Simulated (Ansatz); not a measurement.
## Sc (P6_3/mmc, 2 atoms in the cell): modes against uniaxial strain along c

Wanted: the shifts of the zone-centre modes of Sc (P6_3/mmc, 2 atoms in the cell) with strain.

Program: Ansatz 0.2.0. Level of theory: DFT PBEsol, scalar-relativistic, plane waves, PAW; PAW set soft_1. Results are calculated unless marked as measured.

### 1. Set-up

It takes space group P6_3/mmc (No. 194, hexagonal). The conventional cell has a = 3.309 Å, b = 3.309 Å, c = 5.273 Å, α = 90.00°, β = 90.00°, γ = 120.00°. Nearest to Sc lie 12 Sc at 3.26 to 3.31 Å.

### 2. Bringing the structure to rest

Harmonic phonons are second derivatives at a point where the forces vanish, and they are wanted at zero stress, so atoms and cell are relaxed first.

input.yaml

```yaml
crystal:
  lattice:
    - [3.309, 0.0, 0.0]
    - [-1.6545, 2.8656780611, 0.0]
    - [0.0, 0.0, 5.2733]
  atoms:
    - { symbol: Sc, position: [0.33333333, 0.66666667, 0.25] }
    - { symbol: Sc, position: [0.66666667, 0.33333333, 0.75] }
kpoints:
  mp_grid: { grid: [15, 15, 8] }
hamiltonian:
  xc: pbesol
  pseudopotentials: { kind: paw, azcp: { folder: soft_1 }, xc_functional: pbe }
scf:
  occupations: { method: gaussian, width: 0.1 }
output:
  forces: true
  stress: true
  eigenvalues: true
  write_density: true
  write_potential: true
  elf: true
  volumetric_format: npy
relax:
  adjacent_minimum: "off"
  f_tol: 0.005
  max_steps: 80
  cell: { stress_tol: 0.05 }
```

Command:

```bash
ansatz run input.yaml --threads 4 --pin off --max-ram 10240MiB --backend cpu --events-out ev --progress --plain --runs-dir out
```

Numbers of over 12 decimals in the logs are rounded to 6 here.

Log:

```text
Engine: ansatz 0.2.0, x86_64-unknown-linux-gnu
Pseudopotentials: kind: paw
Pseudopotential: Sc, paw, valence charge 11, recommended cutoff 420 eV (normal), soft_1/Sc.paw.azcp
Functional definition: PBEsol
  exchange = pbesol_x
  correlation = pbesol_c
Crystal: 2 atoms, lattice volume = 50.004 Å³
Basis set: ecut = 420 eV, 989 PW (Γ), exchange–correlation on 48×48×72 points (8 copies of the dense FFT grid, shifted against one another)
Bands: 15, of which v1, the nominal top of the filled ones, is band 11 counted from 1 (10 counted from 0)
Symmetry: 24 space group operations
Space group: P63/mmc (ITA 194), of the structure as read, at distance tolerance 3.7e-5 Å
k-points: 135 of 1800
Non-local potential: Sc, projectors of the file, l = 0: 3, l = 1: 2, l = 2: 3, l = 3: 1
PAW form: soft (Blöchl's): semilocal exchange-correlation on the pseudo side does not see the compensation charge
PAW frozen core: Sc, regenerated for the run's functional, and the local potential with it (the file was generated under x = pbe(κ = 0.804, μ = 0.219515), c = pbe(β = 0.066725))
PAW one-centre angular grid: Sc, 590 points (default); XC on 64 Gauss nodes
Initial density: superposition of atomic densities (chi_scale 0.1, normalization cell)
Initial wavefunctions: pseudopotential atomic-orbital guess
Functional: x = pbesol(κ = 0.804, μ = 0.123457), c = pbesol(β = 0.046)
SCF iter   1: F=—  HF=-4222.876806 eV  |F-HF|=—  |Δ(HF+E_count)|=         —  Δρ=2.59e-2  dr2=4.45e-1  ethr=3.10e-3  ⟨swp⟩=3.1  Hψ=7632  notcnv=0
preconditioner: auto → none  [metal: Δε(μ)=0.001 eV  Ē_g=2.657 eV  σ=0.100 eV  W_gap=0.01  n_scr=8 (ndim 8)  ℏωp=12.9 eV  f_vac=0.000  D(μ)=4.36/eV (n_scr^D=42)  sad-step TF]
SCF iter   2: F=—  HF=-4222.773542 eV  |F-HF|=—  |Δ(HF+E_count)|=   1.03e-1  Δρ=1.49e-2  dr2=1.60e-1  ethr=2.02e-3  ⟨swp⟩=2.0  Hψ=3571  notcnv=0  defer=11
SCF iter   3: F=—  HF=-4222.721426 eV  |F-HF|=—  |Δ(HF+E_count)|=   5.21e-2  Δρ=1.07e-3  dr2=3.24e-4  ethr=7.27e-4  ⟨swp⟩=3.0  Hψ=3784  notcnv=0  defer=11
SCF iter   4: F=—  HF=-4222.721740 eV  |F-HF|=—  |Δ(HF+E_count)|=   3.14e-4  Δρ=7.24e-5  dr2=1.34e-6  ethr=1.47e-6  ⟨swp⟩=2.2  Hψ=3492  notcnv=0  defer=11
SCF iter   5: F=—  HF=-4222.721726 eV  |F-HF|=—  |Δ(HF+E_count)|=   1.34e-5  Δρ=2.29e-5  dr2=2.58e-7  ethr=6.07e-9  ⟨swp⟩=2.0  Hψ=3561  notcnv=0  defer=11
SCF iter   6: F=-4222.721726 eV  HF=-4222.721726 eV  |F-HF|=3.55e-10  |Δ(HF+E_count)|=   9.25e-8  Δρ=1.29e-6  dr2=8.42e-10  ethr=4.55e-10  ⟨swp⟩=7.5  Hψ=11815  notcnv=0
SCF 1 converged in 6 iterations: F = -4222.721726 eV  dr2 = 8.42e-10
  greatest PAW one-centre occupation: 0.998 electrons in one spin orbital (limit 2), on the Sc atom at site 1 (counted from 0), in its partial waves of l = 0
relax step   1: F+E_penalty+E_count = -4222.72172621 eV  Δ(F+E_penalty+E_count) = +0.000e0 eV  max|allowed force component| = 7.864e-17 eV/Å  Δτ_max = 0.0000 Å  P = -2.865 GPa  Ω = 50.004 Å³  (6 SCF iters, dr2 threshold 1.00e-7 eV, accepted)
Crystal: 2 atoms, lattice volume = 46.748 Å³
Basis set: ecut = 420 eV, 929 PW (Γ), exchange–correlation on 48×48×72 points (8 copies of the dense FFT grid, shifted against one another)
Initial density: handed on by an earlier stage of this run
Initial wavefunctions: those handed on with the density
iter 1 solved again at ethr=1.33e-6 eV; its pass at ethr=3.10e-3 eV (dr2=2.93e-4 eV) is discarded
SCF iter   1: F=—  HF=-4222.750965 eV  |F-HF|=—  |Δ(HF+E_count)|=         —  Δρ=9.89e-4  dr2=3.00e-4  ethr=1.33e-6  ⟨swp⟩=2.2  Hψ=15208  notcnv=0
preconditioner: auto → none  [metal: Δε(μ)=0.013 eV  Ē_g=2.577 eV  σ=0.100 eV  W_gap=0.07  n_scr=8 (ndim 8)  ℏωp=13.3 eV  f_vac=0.000  D(μ)=3.82/eV (n_scr^D=36)]
SCF iter   2: F=—  HF=-4222.750946 eV  |F-HF|=—  |Δ(HF+E_count)|=   1.90e-5  Δρ=4.17e-4  dr2=3.51e-5  ethr=1.33e-6  ⟨swp⟩=2.1  Hψ=2633  notcnv=0
SCF iter   3: F=—  HF=-4222.750954 eV  |F-HF|=—  |Δ(HF+E_count)|=   7.67e-6  Δρ=1.02e-4  dr2=2.01e-6  ethr=1.60e-7  ⟨swp⟩=2.1  Hψ=2601  notcnv=0
iter 4 did not close the SCF: its close was put off for the readings that it lacked (scf_convergence_deferred on its scf_iter line)
SCF iter   4: F=-4222.750955 eV  HF=-4222.750955 eV  |F-HF|=7.27e-9  |Δ(HF+E_count)|=   1.49e-6  Δρ=1.16e-5  dr2=5.76e-8  ethr=9.11e-9  ⟨swp⟩=2.9  Hψ=3612  notcnv=0
iter 5 did not close the SCF: its close was put off for the readings that it lacked (scf_convergence_deferred on its scf_iter line)
SCF iter   5: F=-4222.750955 eV  HF=-4222.750955 eV  |F-HF|=1.82e-10  |Δ(HF+E_count)|=   3.97e-9  Δρ=9.60e-7  dr2=2.74e-10  ethr=2.62e-10  ⟨swp⟩=2.3  Hψ=2716  notcnv=0
SCF iter   6: F=-4222.750955 eV  HF=-4222.750955 eV  |F-HF|=9.09e-13  |Δ(HF+E_count)|=  1.05e-10  Δρ=1.49e-7  dr2=3.49e-12  ethr=1.24e-12  ⟨swp⟩=3.1  Hψ=8128  notcnv=0
SCF 2 converged in 6 iterations: F = -4222.750955 eV  dr2 = 3.49e-12
relax step   2: F+E_penalty+E_count = -4222.75095542 eV  Δ(F+E_penalty+E_count) = -2.923e-2 eV  max|allowed force component| = 1.758e-16 eV/Å  Δτ_max = 0.0000 Å  P = +0.662 GPa  Ω = 46.748 Å³  energy of the carried Pulay correction = +4.739e-5 eV  (6 SCF iters, dr2 threshold 2.00e-7 eV, accepted)
Crystal: 2 atoms, lattice volume = 47.269 Å³
Basis set: ecut = 420 eV, 953 PW (Γ), exchange–correlation on 48×48×72 points (8 copies of the dense FFT grid, shifted against one another)
iter 1 solved again at ethr=5.35e-8 eV; its pass at ethr=3.10e-3 eV (dr2=1.18e-5 eV) is discarded
SCF iter   1: F=—  HF=-4222.752477 eV  |F-HF|=—  |Δ(HF+E_count)|=         —  Δρ=1.93e-4  dr2=1.71e-5  ethr=5.35e-8  ⟨swp⟩=2.0  Hψ=13813  notcnv=0
preconditioner: auto → none  [metal: Δε(μ)=0.014 eV  Ē_g=2.556 eV  σ=0.100 eV  W_gap=0.08  n_scr=8 (ndim 8)  ℏωp=13.2 eV  f_vac=0.000  D(μ)=3.86/eV (n_scr^D=42)]
SCF iter   2: F=—  HF=-4222.752456 eV  |F-HF|=—  |Δ(HF+E_count)|=   2.04e-5  Δρ=7.07e-5  dr2=1.68e-6  ethr=5.35e-8  ⟨swp⟩=2.3  Hψ=2809  notcnv=0
iter 3 did not close the SCF: its close was put off for the readings that it lacked (scf_convergence_deferred on its scf_iter line)
SCF iter   3: F=-4222.752457 eV  HF=-4222.752457 eV  |F-HF|=4.86e-8  |Δ(HF+E_count)|=   2.97e-7  Δρ=1.81e-5  dr2=8.31e-8  ethr=7.62e-9  ⟨swp⟩=2.0  Hψ=2383  notcnv=0
iter 4 did not close the SCF: its close was put off for the readings that it lacked (scf_convergence_deferred on its scf_iter line)
SCF iter   4: F=-4222.752457 eV  HF=-4222.752457 eV  |F-HF|=2.44e-10  |Δ(HF+E_count)|=   5.68e-8  Δρ=2.99e-6  dr2=3.85e-9  ethr=3.78e-10  ⟨swp⟩=2.4  Hψ=2906  notcnv=0
iter 5 did not close the SCF: its close was put off for the readings that it lacked (scf_convergence_deferred on its scf_iter line)
SCF iter   5: F=-4222.752457 eV  HF=-4222.752457 eV  |F-HF|=6.37e-12  |Δ(HF+E_count)|=  6.77e-10  Δρ=2.41e-7  dr2=1.11e-11  ethr=1.75e-11  ⟨swp⟩=2.7  Hψ=3567  notcnv=0
SCF iter   6: F=-4222.752457 eV  HF=-4222.752457 eV  |F-HF|=2.73e-12  |Δ(HF+E_count)|=  3.64e-12  Δρ=2.86e-8  dr2=1.69e-13  ethr=1.00e-12  ⟨swp⟩=3.1  Hψ=7651  notcnv=0
SCF 3 converged in 6 iterations: F = -4222.752457 eV  dr2 = 1.69e-13
relax step   3: F+E_penalty+E_count = -4222.75245659 eV  Δ(F+E_penalty+E_count) = -1.501e-3 eV  max|allowed force component| = 3.516e-16 eV/Å  Δτ_max = 0.0000 Å  P = +0.003 GPa  Ω = 47.269 Å³  energy of the carried Pulay correction = +3.928e-5 eV  (6 SCF iters, dr2 threshold 2.00e-7 eV, accepted)
[...]
relax step   4: F+E_penalty+E_count = -4222.75247866 eV  Δ(F+E_penalty+E_count) = -2.208e-5 eV  max|allowed force component| = 7.401e-17 eV/Å  Δτ_max = 0.0000 Å  P = +0.001 GPa  Ω = 47.267 Å³  energy of the carried Pulay correction = +3.924e-5 eV  (6 SCF iters, accepted)
Initial wavefunctions: pseudopotential atomic-orbital guess (no wavefunctions were taken with the density)
iter 1 solved again at ethr=1.55e-9 eV; its pass at ethr=3.10e-3 eV (dr2=3.40e-7 eV) is discarded
SCF iter   1: F=—  HF=-4222.752445 eV  |F-HF|=—  |Δ(HF+E_count)|=         —  Δρ=1.51e-5  dr2=9.74e-9  ethr=1.55e-9  ⟨swp⟩=3.0  Hψ=14023  notcnv=0
SCF iter   2: F=—  HF=-4222.752429 eV  |F-HF|=—  |Δ(HF+E_count)|=   1.62e-5  Δρ=7.57e-6  dr2=2.70e-9  ethr=4.43e-11  ⟨swp⟩=2.3  Hψ=3334  notcnv=0
SCF iter   3: F=—  HF=-4222.752429 eV  |F-HF|=—  |Δ(HF+E_count)|=   7.27e-9  Δρ=3.54e-7  dr2=5.25e-11  ethr=1.23e-11  ⟨swp⟩=2.6  Hψ=3210  notcnv=0
iter 4 did not close the SCF: its close was put off for the readings that it lacked (scf_convergence_deferred on its scf_iter line)
SCF iter   4: F=-4222.752429 eV  HF=-4222.752429 eV  |F-HF|=3.64e-12  |Δ(HF+E_count)|=  1.82e-11  Δρ=8.91e-8  dr2=1.05e-12  ethr=1.00e-12  ⟨swp⟩=1.9  Hψ=2458  notcnv=0
iter 5 did not close the SCF: its close was put off for the readings that it lacked (scf_convergence_deferred on its scf_iter line)
SCF iter   5: F=-4222.752429 eV  HF=-4222.752429 eV  |F-HF|=9.09e-13  |Δ(HF+E_count)|=  1.82e-12  Δρ=1.52e-8  dr2=5.89e-14  ethr=1.00e-12  ⟨swp⟩=1.0  Hψ=2025  notcnv=0
iter 6 did not close the SCF: its close was put off for the readings that it lacked (scf_convergence_deferred on its scf_iter line)
SCF iter   6: F=-4222.752429 eV  HF=-4222.752429 eV  |F-HF|=0.00e0  |Δ(HF+E_count)|=    0.00e0  Δρ=2.46e-9  dr2=1.06e-15  ethr=1.00e-12  ⟨swp⟩=1.0  Hψ=2025  notcnv=0
iter 7 did not close the SCF: its close was put off for the readings that it lacked (scf_convergence_deferred on its scf_iter line)
SCF iter   7: F=-4222.752429 eV  HF=-4222.752429 eV  |F-HF|=0.00e0  |Δ(HF+E_count)|=    0.00e0  Δρ=4.11e-10  dr2=4.58e-17  ethr=1.00e-12  ⟨swp⟩=1.0  Hψ=2025  notcnv=0
SCF iter   8: F=-4222.752429 eV  HF=-4222.752429 eV  |F-HF|=0.00e0  |Δ(HF+E_count)|=    0.00e0  Δρ=6.61e-11  dr2=9.91e-19  ethr=1.00e-12  ⟨swp⟩=1.0  Hψ=4590  notcnv=0
SCF 5 converged in 8 iterations: F = -4222.752429 eV  dr2 = 9.91e-19
relax step   5: F+E_penalty+E_count = -4222.75242890 eV  Δ(F+E_penalty+E_count) = +4.977e-5 eV  max|allowed force component| = 7.401e-17 eV/Å  Δτ_max = 0.0000 Å  P = +0.002 GPa  Ω = 47.267 Å³  stress off target by 2.09e-3 GPa  SCF on the basis re-selected at this cell (its energy is not comparable with the rows above)  (8 SCF iters)
basis re-selected at this cell: Δ(F+E_penalty+E_count) = +4.977e-5 eV, ΔP = +0.001 GPa vs the last step (what re-selecting the basis moved, of the pressure what is left beyond the Pulay correction that the steps carried, after the strain that the cell walked since its last selection, with what the two solves' SCF thresholds leave and, on support functions, any second-order correction that the steps lacked; it is no m [...]
SCF converged after 8 iterations
Free energy (F): -4222.752429 eV
Harris-Foulkes:  -4222.752429 eV  (|F-HF|=0.00e0)
Internal energy: -4222.733205 eV  (E = F + TS)
E sigma→0 (E₀):  -4222.742817 eV
Entropy (-TS):   -0.019224 eV (-9.612 meV/atom)
Fermi energy:    9.496153 eV
--- Per-component energies (eV) ---
  E_band       = -328.251310
  E_kinetic    = 413.521399
  E_local      = -1661.790663  (includes V_loc(G=0)·N_el)
  E_nonlocal   = 288.738022
  E_hartree    = 592.929015
  E_xc         = -169.095537
  E_vxc        = -208.729349  (∫ρ·V_xc dr)
  E_paw        = -1934.408627  (= ΣΔE_a)
  E_vpaw       = -345.848831  (= ΣTr[D̂ρ^β])
  E_aug_tail   = 0.000080  (compensation charges beyond the density's cutoff)
  E_ewald      = -1752.884946
  E_core_change = 0.258050  (= ΣΔE_core)
  E_smearing   = -0.019224  (= −TS)
  E_closure    = 0.000000  (closes the sum)
  Σ components = -4222.752429   (vs F -4222.752429, Δ=0.00e0)
--- Forces (eV/Å), atoms counted from 1 ---
  atom   1  Sc     0.00000000    -0.00000000     0.00000000
  atom   2  Sc     0.00000000     0.00000000    -0.00000000
  max |Σ_I F_I| component: 1.85e-17 eV/Å
--- Stress (GPa, compression-positive) ---
        0.002089       0.000000       0.000000
        0.000000       0.002089      -0.000000
        0.000000      -0.000000       0.001789
  P = ⅓ Tr σ = 0.0020 GPa (0.020 kbar)
--- Band table (eV; the first three rows and the last of 135) ---
  k-point 0: bands = [... 7 lower, -18.0446, 4.2932, 7.8051, 10.2441, 11.1335, 11.1335, 11.4389, 11.6189]
  k-point 1: bands = [... 7 lower, -18.0650, 4.4040, 7.6706, 10.1785, 11.0720, 11.0720, 11.3628, 11.5463]
  k-point 2: bands = [... 7 lower, -18.0907, 4.7283, 7.2511, 10.1281, 10.9867, 10.9867, 11.1495, 11.3740]
  k-point 134: bands = [... 7 lower, -18.1293, 9.0655, 9.0655, 9.3424, 9.3424, 9.7995, 9.7995, 11.9893]
--- Relaxed structure (4 steps of the walk, 4 accepted, 1 SCFs on fresh bases) ---
  F+E_penalty+E_count = -4222.75242890 eV   max|allowed force component| = 7.401e-17 eV/Å   (the final SCF, on the basis selected at the relaxed cell)
  cell:  # Å, volume = 47.2674 Å³
    - [3.277011, 0.0, 0.0]
    - [-1.638506, 2.837975, 0.0]
    - [0.0, 0.0, 5.082473]
  atoms:
    - { symbol: Sc, position: [0.333333, 0.666667, 0.250000] }
    - { symbol: Sc, position: [0.666667, 0.333333, 0.750000] }
```

Elapsed: 22 s, on 4 threads of Intel Xeon at 2.50GHz (Skylake/Cascade Lake), shared host; peak memory 0.45 GiB; 67 s of CPU time.

The steps of the relaxation:

```csv
step,energy less that of the first step (eV),largest force component (eV/Å),pressure (GPa),volume (Å³)
1,0.0000,0.0000,-2.87,50.00
2,-0.0292,0.0000,0.66,46.75
3,-0.0307,0.0000,0.00,47.27
4,-0.0308,0.0000,0.00,47.27
5*,-0.0307,0.0000,0.00,47.27
```

Relaxation steps marked * repeat the geometry before them on a plane-wave basis chosen anew for their cell, so energy and pressure can jump there.

Forces are held to the 24 operations that the run works with; a distortion that breaks them can't arise in this run.

```csv
"conventional cell, symmetrised",before,after,change
a (Å),3.309,3.277,-1.0 %
b (Å),3.309,3.277,-1.0 %
c (Å),5.273,5.082,-3.6 %
volume (Å³/atom),25.00,23.63,-5.5 %
```

The relaxed structure:

```cif
data_structure
_symmetry_space_group_name_H-M 'P 1'
_symmetry_Int_Tables_number 1
_cell_length_a 3.2770
_cell_length_b 3.2770
_cell_length_c 5.0825
_cell_angle_alpha 90.000
_cell_angle_beta 90.000
_cell_angle_gamma 120.000
_cell_volume 47.27
loop_
_atom_site_label
_atom_site_type_symbol
_atom_site_fract_x
_atom_site_fract_y
_atom_site_fract_z
_atom_site_occupancy
Sc1 Sc 0.33333 0.66667 0.25000 1
Sc2 Sc 0.66667 0.33333 0.75000 1
```

This step gave:

```
pressure          : 0.001989 GPa
volume per atom   : 23.63 Å³
gap on the k-mesh : 0 eV
```

ELF in the ac plane at fractional y = 0.333, with atoms of Sc within 0.2 Å of it. It is the smooth field of the valence electrons, not physical close to the nuclei.

Ten even steps from '0' (0.07) to '9' (0.73):
```
35666421000100001
14675310024553100
02564100368998520
01343002699889851
00232004896447973
00231016983005984
00231016983005984
00232004896447973
01343002699889851
02564100368998520
14675310024553100
35666421000100001
44555432211111123
33222334444444443
11111123567777643
00000012478998631
00010001368998520
01221101368998520
01232100258998410
01232100258998410
01221101368998520
00010001368998520
00000012478998631
11111123567777643
33222334444444443
44555432211111123
```
Columns run along a (3.3 Å), rows up along c (5.1 Å). Atoms in or near the plane, at fractional coordinates: Sc at (0.67, 0.75).

Valence density in the ac plane at fractional y = 0.333, with atoms of Sc within 0.2 Å of it. It is the smooth field of the valence electrons, not physical close to the nuclei.

Ten steps, logarithmic in the rise over the least value, from '0' (0.1 e/Å³) to '9' (8.6 e/Å³):
```
00000000011211100
00000000123443210
00000001356665421
10000013578887642
10000024689999753
10000024789999863
10000024789999863
10000024689999753
10000013578887642
00000001356665421
00000000123443210
00000000011211100
00000000000000000
00000000000000000
00000000000000000
00111000000000000
01121100000000000
12222210000000000
12333210000000001
12333210000000001
12222210000000000
01121100000000000
00111000000000000
00000000000000000
00000000000000000
00000000000000000
```
Columns run along a (3.3 Å), rows up along c (5.1 Å). Atoms in or near the plane, at fractional coordinates: Sc at (0.67, 0.75).

Electrostatic potential energy in the ac plane at fractional y = 0.333, with atoms of Sc within 0.2 Å of it. With pseudopotentials it is smooth inside the atoms' cores, unlike the true potential.

Ten even steps from '0' (-43 eV) to '9' (12 eV):
```
99999999988888899
99999999876667789
99999998754334678
89999987531112467
89999986410000247
89999985300000146
89999985300000146
89999986410000247
89999987531112467
99999998754334678
99999999876667789
99999999988888899
99999999999999999
99999999999999999
99999999999999999
99888999999999999
88888899999999999
88777889999999999
87777789999999998
87777789999999998
88777889999999999
88888899999999999
99888999999999999
99999999999999999
99999999999999999
99999999999999999
```
Columns run along a (3.3 Å; values clipped at the 3rd and 97th percentile), rows up along c (5.1 Å). Atoms in or near the plane, at fractional coordinates: Sc at (0.67, 0.75).

In this step the volume went from 25.00 to 23.63 Å³/atom.

### 3. Tight relaxation

Phonons need small forces and stress, so the relaxation is finished with tight tolerances on 15×15×8 k points.

input.yaml, the sections that differ from step 2:

```yaml
crystal:
  lattice:
    - [3.2770113321, 0.0, 0.0]
    - [-1.638505666, 2.8379750621, 0.0]
    - [0.0, 0.0, 5.0824729127]
  atoms:
    - { symbol: Sc, position: [0.3333333333, 0.6666666667, 0.25] }
    - { symbol: Sc, position: [0.6666666667, 0.3333333333, 0.75] }
scf:
  occupations: { method: methfessel_paxton, width: 0.2 }
output:
  forces: true
  stress: true
  eigenvalues: true
relax:
  adjacent_minimum: "off"
  f_tol: 0.001
  max_steps: 60
  cell: { stress_tol: 0.01 }
# kpoints, hamiltonian: as in step 2
```

Log:

```text
[...]
Crystal: 2 atoms, lattice volume = 47.267 Å³
Basis set: ecut = 420 eV, 953 PW (Γ), exchange–correlation on 48×48×72 points (8 copies of the dense FFT grid, shifted against one another)
Bands: 15, of which v1, the nominal top of the filled ones, is band 11 counted from 1 (10 counted from 0)
Symmetry: 24 space group operations
[...]
k-points: 135 of 1800
[...]
k-point 134: bands = [... 7 lower, -18.1300, 9.0645, 9.0645, 9.3422, 9.3422, 9.7990, 9.7990, 11.9891]
--- Relaxed structure (2 steps of the walk, 2 accepted, 1 SCFs on fresh bases) ---
[...]
cell:  # Å, volume = 47.2669 Å³
    - [3.277680, -2.8873350792737042e-11, 0.0]
    - [-1.638840, 2.838554, 0.0]
    - [0.0, 0.0, 5.080351]
  atoms:
    - { symbol: Sc, position: [0.333333, 0.666667, 0.25] }
    - { symbol: Sc, position: [0.666667, 0.333333, 0.75] }
[key lines of the parts left out:]
SCF converged after 4 iterations
Free energy (F): -4222.743206 eV
Fermi energy:    9.494631 eV
P = ⅓ Tr σ = -0.0020 GPa (-0.020 kbar)
```

It took 13 s on 4 threads; peak memory 0.43 GiB; 37 s of CPU time.

Little changed from the start: no atom moved by 0.005 Å and no cell edge by 0.1 %.

This step gave:

```
pressure : -0.001986 GPa
```

The forces vanish by symmetry and the pressure is -0.002 GPa, within the tolerances set. The cell now holds 23.63 Å³/atom.

[end of part 1 of 2]

[Logs are printed without paths, hosts, clocks, repeated set-up lines and the standing remarks that a program may print on its own settings, such as how far it seeks lower states.]

[Hosts, paths, dates, database ids (printed as entryN), source tags and the programs' standing remarks are cut or masked in the printed files.]
